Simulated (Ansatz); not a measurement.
# Y on Mo(110): change of the work function

Aim: the work function of Mo(110) at several coverages of Y (hollow site), and the dipole that each adsorbate carries.

Main program and level: Ansatz 0.2.0; plane-wave DFT, PBE, Ansatz PAW.

## 1. Set-up

The cell holds 4 atoms: 4 Mo. Its edges and angles: a = 2.728 Å, b = 2.728 Å, c = 24.682 Å, α = 90.0°, β = 90.0°, γ = 70.5°. Vacuum lies along c.

## 2. The clean slab

The bare slab comes first, as the zero from which every change is counted. The two lowest layers are held at bulk places and the upper ones relax. The dipole correction removes the false field that a one-sided slab makes across the periodic vacuum, so each face gets a flat vacuum level of its own.

File input.yaml:

```yaml
crystal:
  lattice:
    - [2.2273863607, -1.575, 0.0]
    - [2.2273863607, 1.575, 0.0]
    - [0.0, 0.0, 24.6821590822]
  atoms:
    - { symbol: Mo, position: [0.0, 0.0, 0.3646358477] }
    - { symbol: Mo, position: [0.5, 0.5, 0.4548786159] }
    - { symbol: Mo, position: [0.0, 0.0, 0.5451213841] }
    - { symbol: Mo, position: [0.5, 0.5, 0.6353641523] }
kpoints:
  mp_grid: { grid: [12, 12, 1] }
hamiltonian:
  xc: pbe
scf:
  occupations: { method: fermi_dirac, width: 0.1 }
  convergence: { dr2_threshold: 1.0e-08 }
efield:
  axis: 3
  dipole_correction: true
  ramp_position: 0.97
  ramp_width: 0.06
relax:
  f_tol: 0.02
  max_steps: 60
  constraints: [{ sites: [0, 1] }]
output:
  write_potential: true
  write_density: true
  volumetric_format: npy
```

Command:

```
> ansatz run input.yaml --threads 4 --pin off --max-ram 16384MiB --backend cpu --events-out ev --progress --plain --runs-dir out
```

Numbers of over 12 decimals in the logs are rounded to 6 here.

The log of the run:

```text
Engine: ansatz 0.2.0, aarch64-unknown-linux-gnu
Pseudopotentials: kind: paw
Pseudopotential: Mo, paw, valence charge 14, recommended cutoff 420 eV (normal), Mo.paw.azcp
Functional definition: PBE
  parameter kappa = 0.804
  parameter beta = 0.066725
  exchange = pbe_x(kappa = kappa, mu = beta*pi^2/3)
  correlation = pbe_c(beta = beta)
Crystal: 4 atoms, lattice volume = 173.177 Å³
Basis set: ecut = 420 eV, 3445 PW (Γ), exchange–correlation on 40×40×360 points (8 copies of the dense FFT grid, shifted against one another)
Bands: 34, of which v1, the nominal top of the filled ones, is band 28 counted from 1 (27 counted from 0)
Symmetry: 4 space group operations
k-points: 43 of 144
Non-local potential: Mo, projectors of the file, l = 0: 3, l = 1: 2, l = 2: 2, l = 3: 1
PAW form: soft (Blöchl's): semilocal exchange-correlation on the pseudo side does not see the compensation charge
PAW one-centre angular grid: Mo, 590 points (default); XC on 64 Gauss nodes
Initial density: superposition of atomic densities (neutral atoms: chi_scale 0, normalization atom), corrected by the library's trained network
Initial wavefunctions: pseudopotential atomic-orbital guess
Functional: x = pbe(κ = 0.804, μ = 0.219515), c = pbe(β = 0.066725)
SCF iter   1: F=—  HF=-19821.647128 eV  |F-HF|=—  |Δ(HF+E_count)|=         —  Δρ=3.78e-3  dr2=1.40e-1  ethr=1.77e-3  p=-0.000 e·Å  D=-4.77e-14 V/Å  ΔV_dip=0.00 eV  dr2_dipole=1.17e-6  V_vac-E_F(+/−)=4.86/4.86 eV  ⟨swp⟩=8.9  Hψ=15645  notcnv=0  defer=5
efield: sawtooth ramp at fractional position 0.9700 (set: `efield.ramp_position`, or a place that a band, a saddle search or an elastic batch's reference lends), width 0.0600; the density the first Hamiltonian is built on has a dipole p = -0.000 e·Å; the dipole correction subtracts the counter field D = -4.77e-14 V/Å, which shifts the + side's vacuum level by +0.00 eV against the − side's; the planar-averaged density in the ramp window peaks in size at 1.4e-5 e/Å³
automatic band count: the SCF goes on with 40 bands, as 34 were too few: the levels above may hold too much charge
preconditioner: auto → LDOS  [metal: Δε(μ)=0.026 eV  Ē_g=5.170 eV  σ=0.100 eV  W_gap=0.07  n_scr=16 (ndim 8)  ℏωp=13.8 eV  f_vac=0.563  D(μ)=3.57/eV (n_scr^D=14)  β→1.0]
SCF iter   2: F=—  HF=-19821.643445 eV  |F-HF|=—  |Δ(HF+E_count)|=   3.68e-3  Δρ=1.93e-3  dr2=1.96e-2  ethr=2.50e-4  p=0.000 e·Å  D=4.94e-6 V/Å  ΔV_dip=-0.00 eV  dr2_dipole=1.04e-6  V_vac-E_F(+/−)=4.70/4.70 eV  ⟨swp⟩=2.1  Hψ=2763  notcnv=0  defer=21
SCF iter   3: F=—  HF=-19821.641435 eV  |F-HF|=—  |Δ(HF+E_count)|=   2.01e-3  Δρ=5.02e-4  dr2=1.45e-3  ethr=3.50e-5  p=0.000 e·Å  D=3.71e-6 V/Å  ΔV_dip=-0.00 eV  dr2_dipole=1.26e-7  V_vac-E_F(+/−)=4.72/4.72 eV  ⟨swp⟩=2.2  Hψ=2388  notcnv=0  defer=21
SCF iter   4: F=—  HF=-19821.641192 eV  |F-HF|=—  |Δ(HF+E_count)|=   2.43e-4  Δρ=1.36e-4  dr2=7.48e-5  ethr=2.60e-6  p=0.000 e·Å  D=1.73e-6 V/Å  ΔV_dip=-0.00 eV  dr2_dipole=3.25e-8  V_vac-E_F(+/−)=4.71/4.71 eV  ⟨swp⟩=3.0  Hψ=2598  notcnv=0  defer=21
SCF iter   5: F=—  HF=-19821.641218 eV  |F-HF|=—  |Δ(HF+E_count)|=   2.63e-5  Δρ=3.96e-5  dr2=6.14e-6  ethr=1.34e-7  p=0.000 e·Å  D=1.87e-7 V/Å  ΔV_dip=-0.00 eV  dr2_dipole=7.65e-10  V_vac-E_F(+/−)=4.70/4.70 eV  ⟨swp⟩=2.6  Hψ=2473  notcnv=0  defer=21
SCF iter   6: F=—  HF=-19821.641292 eV  |F-HF|=—  |Δ(HF+E_count)|=   7.41e-5  Δρ=1.55e-5  dr2=8.69e-7  ethr=1.10e-8  p=-0.000 e·Å  D=-9.80e-8 V/Å  ΔV_dip=0.00 eV  dr2_dipole=2.52e-12  V_vac-E_F(+/−)=4.70/4.70 eV  ⟨swp⟩=2.1  Hψ=2413  notcnv=0  defer=21
SCF iter   7: F=—  HF=-19821.641293 eV  |F-HF|=—  |Δ(HF+E_count)|=   4.78e-7  Δρ=4.02e-6  dr2=7.37e-8  ethr=1.55e-9  p=-0.000 e·Å  D=-1.26e-7 V/Å  ΔV_dip=0.00 eV  dr2_dipole=3.54e-11  V_vac-E_F(+/−)=4.69/4.69 eV  ⟨swp⟩=2.1  Hψ=2303  notcnv=0  defer=21
SCF iter   8: F=-19821.641293 eV  HF=-19821.641293 eV  |F-HF|=4.35e-9  |Δ(HF+E_count)|=   8.38e-8  Δρ=1.47e-6  dr2=6.61e-9  ethr=1.79e-11  p=-0.000 e·Å  D=-2.54e-8 V/Å  ΔV_dip=0.00 eV  dr2_dipole=1.82e-12  V_vac-E_F(+/−)=4.69/4.69 eV  ⟨swp⟩=10.7  Hψ=11443  notcnv=0
SCF 1 converged in 8 iterations: F = -19821.641293 eV  dr2 = 6.61e-9
  greatest PAW one-centre occupation: 0.998 electrons in one spin orbital (limit 2), on the Mo atom at site 0 (counted from 0), in its partial waves of l = 0
relax step   1: F+E_penalty+E_count = -19821.64129266 eV  Δ(F+E_penalty+E_count) = +0.000e0 eV  max|allowed force component| = 6.071e-1 eV/Å  Δτ_max = 0.0000 Å  (8 SCF iters, accepted)
Bands: 40, of which v1, the nominal top of the filled ones, is band 28 counted from 1 (27 counted from 0)
Initial density: handed on by an earlier stage of this run
Initial wavefunctions: those handed on with the density
iter 1 solved again at ethr=6.81e-4 eV; its pass at ethr=3.10e-3 eV (dr2=3.81e-1 eV) is discarded
SCF iter   1: F=—  HF=-19821.655298 eV  |F-HF|=—  |Δ(HF+E_count)|=         —  Δρ=9.01e-3  dr2=3.79e-1  ethr=6.81e-4  p=0.000 e·Å  D=7.10e-7 V/Å  ΔV_dip=-0.00 eV  dr2_dipole=2.16e-3  V_vac-E_F(+/−)=4.71/4.71 eV  ⟨swp⟩=1.6  Hψ=6582  notcnv=0  defer=26
efield: sawtooth ramp at fractional position 0.9700 (set: `efield.ramp_position`, or a place that a band, a saddle search or an elastic batch's reference lends), width 0.0600; the density the first Hamiltonian is built on has a dipole p = 0.000 e·Å; the dipole correction subtracts the counter field D = 7.10e-7 V/Å, which shifts the + side's vacuum level by -0.00 eV against the − side's; the planar-averaged density in the ramp window peaks in size at 3.6e-6 e/Å³
preconditioner: auto → LDOS  [metal: Δε(μ)=0.032 eV  Ē_g=5.280 eV  σ=0.100 eV  W_gap=0.08  n_scr=16 (ndim 8)  ℏωp=13.8 eV  f_vac=0.569  D(μ)=3.64/eV (n_scr^D=14)  β→1.0]
SCF iter   2: F=—  HF=-19821.637649 eV  |F-HF|=—  |Δ(HF+E_count)|=   1.76e-2  Δρ=4.01e-3  dr2=1.08e-1  ethr=6.78e-4  p=0.007 e·Å  D=7.44e-3 V/Å  ΔV_dip=-0.18 eV  dr2_dipole=1.22e-3  V_vac-E_F(+/−)=4.51/4.69 eV  ⟨swp⟩=2.3  Hψ=2710  notcnv=0  defer=26
SCF iter   3: F=—  HF=-19821.629265 eV  |F-HF|=—  |Δ(HF+E_count)|=   8.38e-3  Δρ=1.79e-3  dr2=1.82e-2  ethr=1.92e-4  p=0.006 e·Å  D=6.37e-3 V/Å  ΔV_dip=-0.16 eV  dr2_dipole=2.87e-4  V_vac-E_F(+/−)=4.55/4.71 eV  ⟨swp⟩=2.4  Hψ=3010  notcnv=0  defer=26
SCF iter   4: F=—  HF=-19821.625513 eV  |F-HF|=—  |Δ(HF+E_count)|=   3.75e-3  Δρ=4.20e-4  dr2=7.00e-4  ethr=3.26e-5  p=0.007 e·Å  D=7.29e-3 V/Å  ΔV_dip=-0.18 eV  dr2_dipole=1.75e-5  V_vac-E_F(+/−)=4.52/4.70 eV  ⟨swp⟩=3.0  Hψ=2790  notcnv=0  defer=26
[...]
SCF iter   2: F=—  HF=-19821.665867 eV  |F-HF|=—  |Δ(HF+E_count)|=   3.93e-3  Δρ=2.32e-3  dr2=4.41e-2  ethr=1.98e-4  p=0.006 e·Å  D=6.20e-3 V/Å  ΔV_dip=-0.15 eV  dr2_dipole=3.08e-3  V_vac-E_F(+/−)=4.55/4.71 eV  ⟨swp⟩=2.0  Hψ=2819  notcnv=0  defer=26
SCF iter   3: F=—  HF=-19821.662932 eV  |F-HF|=—  |Δ(HF+E_count)|=   2.93e-3  Δρ=8.29e-4  dr2=4.40e-3  ethr=7.87e-5  p=0.006 e·Å  D=6.03e-3 V/Å  ΔV_dip=-0.15 eV  dr2_dipole=6.38e-4  V_vac-E_F(+/−)=4.55/4.70 eV  ⟨swp⟩=2.0  Hψ=2289  notcnv=0  defer=26
SCF iter   4: F=—  HF=-19821.662281 eV  |F-HF|=—  |Δ(HF+E_count)|=   6.51e-4  Δρ=2.74e-4  dr2=4.17e-4  ethr=7.86e-6  p=0.005 e·Å  D=5.32e-3 V/Å  ΔV_dip=-0.13 eV  dr2_dipole=6.02e-5  V_vac-E_F(+/−)=4.57/4.70 eV  ⟨swp⟩=3.5  Hψ=3103  notcnv=0  defer=26
SCF iter   5: F=—  HF=-19821.662247 eV  |F-HF|=—  |Δ(HF+E_count)|=   3.44e-5  Δρ=7.82e-5  dr2=1.95e-5  ethr=7.44e-7  p=0.005 e·Å  D=5.03e-3 V/Å  ΔV_dip=-0.12 eV  dr2_dipole=1.52e-6  V_vac-E_F(+/−)=4.57/4.70 eV  ⟨swp⟩=2.5  Hψ=2528  notcnv=0  defer=26
SCF iter   6: F=—  HF=-19821.662255 eV  |F-HF|=—  |Δ(HF+E_count)|=   8.41e-6  Δρ=2.97e-5  dr2=1.83e-6  ethr=3.48e-8  p=0.005 e·Å  D=4.92e-3 V/Å  ΔV_dip=-0.12 eV  dr2_dipole=6.07e-9  V_vac-E_F(+/−)=4.57/4.70 eV  ⟨swp⟩=2.1  Hψ=2353  notcnv=0  defer=26
SCF iter   7: F=—  HF=-19821.662328 eV  |F-HF|=—  |Δ(HF+E_count)|=   7.26e-5  Δρ=1.27e-5  dr2=5.23e-7  ethr=3.28e-9  p=0.005 e·Å  D=4.84e-3 V/Å  ΔV_dip=-0.12 eV  dr2_dipole=2.79e-8  V_vac-E_F(+/−)=4.58/4.70 eV  ⟨swp⟩=2.2  Hψ=2457  notcnv=0  defer=26
SCF iter   8: F=—  HF=-19821.662328 eV  |F-HF|=—  |Δ(HF+E_count)|=   8.18e-8  Δρ=2.77e-6  dr2=3.21e-8  ethr=9.33e-10  p=0.005 e·Å  D=4.83e-3 V/Å  ΔV_dip=-0.12 eV  dr2_dipole=1.62e-9  V_vac-E_F(+/−)=4.58/4.70 eV  ⟨swp⟩=2.8  Hψ=3060  notcnv=0  defer=26
SCF iter   9: F=-19821.662328 eV  HF=-19821.662328 eV  |F-HF|=6.61e-9  |Δ(HF+E_count)|=   1.92e-8  Δρ=8.01e-7  dr2=1.26e-9  ethr=1.79e-11  p=0.005 e·Å  D=4.82e-3 V/Å  ΔV_dip=-0.12 eV  dr2_dipole=8.80e-14  V_vac-E_F(+/−)=4.58/4.70 eV  ⟨swp⟩=10.0  Hψ=11105  notcnv=0
SCF 3 converged in 9 iterations: F = -19821.662328 eV  dr2 = 1.26e-9
relax step   3: F+E_penalty+E_count = -19821.66232783 eV  Δ(F+E_penalty+E_count) = -2.104e-2 eV  max|allowed force component| = 1.718e-1 eV/Å  Δτ_max = 0.0695 Å  (9 SCF iters, accepted)
SCF iter   1: F=—  HF=-19821.663910 eV  |F-HF|=—  |Δ(HF+E_count)|=         —  Δρ=8.39e-4  dr2=3.50e-3  ethr=6.23e-5  p=0.005 e·Å  D=4.82e-3 V/Å  ΔV_dip=-0.12 eV  dr2_dipole=1.17e-4  V_vac-E_F(+/−)=4.57/4.69 eV  ⟨swp⟩=2.4  Hψ=3395  notcnv=0  defer=26
efield: sawtooth ramp at fractional position 0.9700 (set: `efield.ramp_position`, or a place that a band, a saddle search or an elastic batch's reference lends), width 0.0600; the density the first Hamiltonian is built on has a dipole p = 0.005 e·Å; the dipole correction subtracts the counter field D = 4.82e-3 V/Å, which shifts the + side's vacuum level by -0.12 eV against the − side's; the planar-averaged density in the ramp window peaks in size at 4.2e-6 e/Å³
preconditioner: auto → LDOS  [metal: Δε(μ)=0.010 eV  Ē_g=5.198 eV  σ=0.100 eV  W_gap=0.02  n_scr=16 (ndim 8)  ℏωp=13.8 eV  f_vac=0.567  D(μ)=3.47/eV (n_scr^D=14)  β→1.0]
SCF iter   2: F=—  HF=-19821.663782 eV  |F-HF|=—  |Δ(HF+E_count)|=   1.29e-4  Δρ=4.26e-4  dr2=1.37e-3  ethr=6.24e-6  p=0.004 e·Å  D=4.06e-3 V/Å  ΔV_dip=-0.10 eV  dr2_dipole=2.10e-5  V_vac-E_F(+/−)=4.60/4.70 eV  ⟨swp⟩=2.0  Hψ=2569  notcnv=0  defer=26
SCF iter   3: F=—  HF=-19821.663686 eV  |F-HF|=—  |Δ(HF+E_count)|=   9.57e-5  Δρ=1.70e-4  dr2=1.67e-4  ethr=2.44e-6  p=0.004 e·Å  D=4.18e-3 V/Å  ΔV_dip=-0.10 eV  dr2_dipole=3.14e-6  V_vac-E_F(+/−)=4.59/4.69 eV  ⟨swp⟩=2.0  Hψ=2242  notcnv=0  defer=26
SCF iter   4: F=—  HF=-19821.663652 eV  |F-HF|=—  |Δ(HF+E_count)|=   3.40e-5  Δρ=4.02e-5  dr2=5.53e-6  ethr=2.98e-7  p=0.004 e·Å  D=4.07e-3 V/Å  ΔV_dip=-0.10 eV  dr2_dipole=5.64e-7  V_vac-E_F(+/−)=4.60/4.70 eV  ⟨swp⟩=3.4  Hψ=3040  notcnv=0  defer=26
SCF iter   5: F=—  HF=-19821.663725 eV  |F-HF|=—  |Δ(HF+E_count)|=   7.28e-5  Δρ=1.23e-5  dr2=5.70e-7  ethr=9.88e-9  p=0.004 e·Å  D=3.99e-3 V/Å  ΔV_dip=-0.10 eV  dr2_dipole=4.14e-8  V_vac-E_F(+/−)=4.60/4.70 eV  ⟨swp⟩=2.7  Hψ=2634  notcnv=0  defer=26
SCF iter   6: F=—  HF=-19821.663725 eV  |F-HF|=—  |Δ(HF+E_count)|=   2.09e-7  Δρ=3.79e-6  dr2=5.80e-8  ethr=1.02e-9  p=0.004 e·Å  D=3.95e-3 V/Å  ΔV_dip=-0.10 eV  dr2_dipole=2.21e-9  V_vac-E_F(+/−)=4.60/4.70 eV  ⟨swp⟩=2.3  Hψ=2338  notcnv=0  defer=26
SCF iter   7: F=-19821.663725 eV  HF=-19821.663725 eV  |F-HF|=3.94e-9  |Δ(HF+E_count)|=   3.95e-8  Δρ=1.56e-6  dr2=8.46e-9  ethr=1.79e-11  p=0.004 e·Å  D=3.94e-3 V/Å  ΔV_dip=-0.10 eV  dr2_dipole=2.54e-10  V_vac-E_F(+/−)=4.60/4.70 eV  ⟨swp⟩=10.8  Hψ=11522  notcnv=0
SCF 4 converged in 7 iterations: F = -19821.663725 eV  dr2 = 8.46e-9
relax step   4: F+E_penalty+E_count = -19821.66372504 eV  Δ(F+E_penalty+E_count) = -1.397e-3 eV  max|allowed force component| = 6.160e-3 eV/Å  Δτ_max = 0.0105 Å  (7 SCF iters, accepted)
NSCF: frozen V_eff on 43 k-points
the band table was solved once a step of the walk had ended and its energy, with any forces and stress, was formed, with the checks that follow a solve (8311 applications of the Hamiltonian). They found nothing against the state; the energy, forces and stress were not computed again (output.eigenvalues in the input reference)
SCF converged after 7 iterations
Free energy (F): -19821.663725 eV
Harris-Foulkes:  -19821.663725 eV  (|F-HF|=3.94e-9)
Internal energy: -19821.546906 eV  (E = F + TS)
E sigma→0 (E₀):  -19821.605316 eV
Entropy (-TS):   -0.116819 eV (-29.205 meV/atom)
Fermi energy:    4.749028 eV
Dipole field:    D = 0.003959 V/Å  (p = 0.003789 e·Å, saw-weighted, corrected)
Work function:   Φ+ = 4.5981 eV   Φ− = 4.6959 eV
Levels:          The Fermi level and band energies are counted from a zero that moves with the ramp; work functions are not
--- Per-component energies (eV) ---
  E_band       = -1128.803111
  E_kinetic    = 1758.636080
  E_local      = -73076.345041  (includes V_loc(G=0)·N_el)
  E_nonlocal   = 573.008628
  E_hartree    = 35551.715061
  E_xc         = -730.509319
  E_vxc        = -911.323819  (∫ρ·V_xc dr)
  E_paw        = -12805.328644  (= ΣΔE_a)
  E_vpaw       = -576.218630  (= ΣTr[D̂ρ^β])
  E_aug_tail   = 0.000170  (compensation charges beyond the density's cutoff)
  E_efield     = 0.000007  (sawtooth field / dipole correction)
  E_vefield    = 0.002053  (∫n·V_field dr)
  E_ewald      = 28907.276150
  E_smearing   = -0.116819  (= −TS)
  E_closure    = -0.000000  (closes the sum)
  Σ components = -19821.663725   (vs F -19821.663725, Δ=0.00e0)
--- Forces (eV/Å), atoms counted from 1 ---
  atom   1  Mo     0.00000000     0.00000000     0.48968418
  atom   2  Mo     0.00000000    -0.00000000    -0.48732710
  atom   3  Mo     0.00000000    -0.00000000    -0.00615965
  atom   4  Mo     0.00000000     0.00000000     0.00374722
  max |Σ_I F_I| component: 5.54e-5 eV/Å
--- Band table (eV; the first three rows and the last of 43) ---
  k-point 0: bands = [... 24 lower, 3.2679, 3.3587, 3.5222, 3.7666, 4.8655, 5.1015, 5.8499, 5.9160, ... 8 higher]
  k-point 1: bands = [... 24 lower, 3.1262, 3.2374, 3.5562, 3.9741, 4.5550, 5.1890, 5.4643, 5.7715, ... 8 higher]
  k-point 2: bands = [... 24 lower, 2.9540, 3.0742, 3.7021, 3.9784, 4.4501, 4.6794, 5.6510, 5.7078, ... 8 higher]
  k-point 42: bands = [... 24 lower, 3.2412, 5.2680, 5.2859, 5.5507, 5.7353, 6.1980, 7.4154, 7.7054, ... 8 higher]
--- Relaxed structure (4 steps of the walk, 3 accepted, 0 SCFs on fresh bases) ---
  F+E_penalty+E_count = -19821.66372504 eV   max|allowed force component| = 6.160e-3 eV/Å
  atoms:
    - { symbol: Mo, position: [0.0, 0.0, 0.364636] }
    - { symbol: Mo, position: [0.500000, 0.500000, 0.454879] }
    - { symbol: Mo, position: [-3.918100186470955e-19, 3.918100186470955e-19, 0.546022] }
    - { symbol: Mo, position: [0.500000, 0.500000, 0.632974] }
```

Run time: 20 s. Hardware: 4 threads of Arm Neoverse V2, shared host; peak memory 0.58 GiB.

Step by step:

```
step  energy less that of the first step (eV)  largest force component (eV/Å)
   1                                   0.0000                          0.6071
   2                                   0.0156                          0.8030
   3                                  -0.0210                          0.1718
   4                                  -0.0224                          0.0062
```

Relaxation step 2 was tried and not accepted.

Forces are held to the 4 operations that the run works with; a distortion that breaks them can't arise in this run.

The atoms that moved most (Å):

```csv
atom,dx,dy,dz,length
Mo4,0.000,0.000,-0.059,0.059
Mo3,0.000,0.000,0.022,0.022
```

This step gave:

```yaml
energy_at_zero_smearing: -19821.6053 eV
work_function_upper_face: 4.598 eV
work_function_lower_face: 4.696 eV
dipole_along_the_normal: 0.003789 e·Å
step_between_the_vacuum_levels: -0.09771 eV
```

Running mean over 2.227 Å of the planar mean; the ramp of the sawtooth is left out. Electron's electrostatic potential energy less the Fermi level against z:

```
z (Å)  electron's electrostatic potential energy less the Fermi level (eV)
    4                                                                 4.69
    5                                                                 4.68
    6                                                                 4.55
    7                                                                 3.21
    8                                                                -5.98
    9                                                                -12.4
   10                                                                -12.7
   11                                                                -12.9
   12                                                                -12.7
   13                                                                -12.8
   14                                                                -13.4
   15                                                                -13.3
   16                                                                -11.5
   17                                                                -1.49
   18                                                                 3.99
   19                                                                 4.54
   20                                                                 4.59
   21                                                                 4.60
```

The relaxation took 4 steps and lowered the energy by 0.022 eV; the largest force on the free atoms ends at 0.0062 eV/Å.

The work function of the upper face is 4.60 eV.

(Continued in part 2 of 3.)

[Logs are printed without paths, hosts, clocks, repeated set-up lines and the standing remarks that a program may print on its own settings, such as how far it seeks lower states.]

[Hosts, paths, dates, database ids (printed as entryN), source tags and the programs' standing remarks are cut or masked in the printed files.]

[Maps of the electrostatic potential energy from Ansatz leave out the sawtooth potential of an applied field or a dipole correction, so their vacuum need not be flat; planar profiles and work functions include it.]
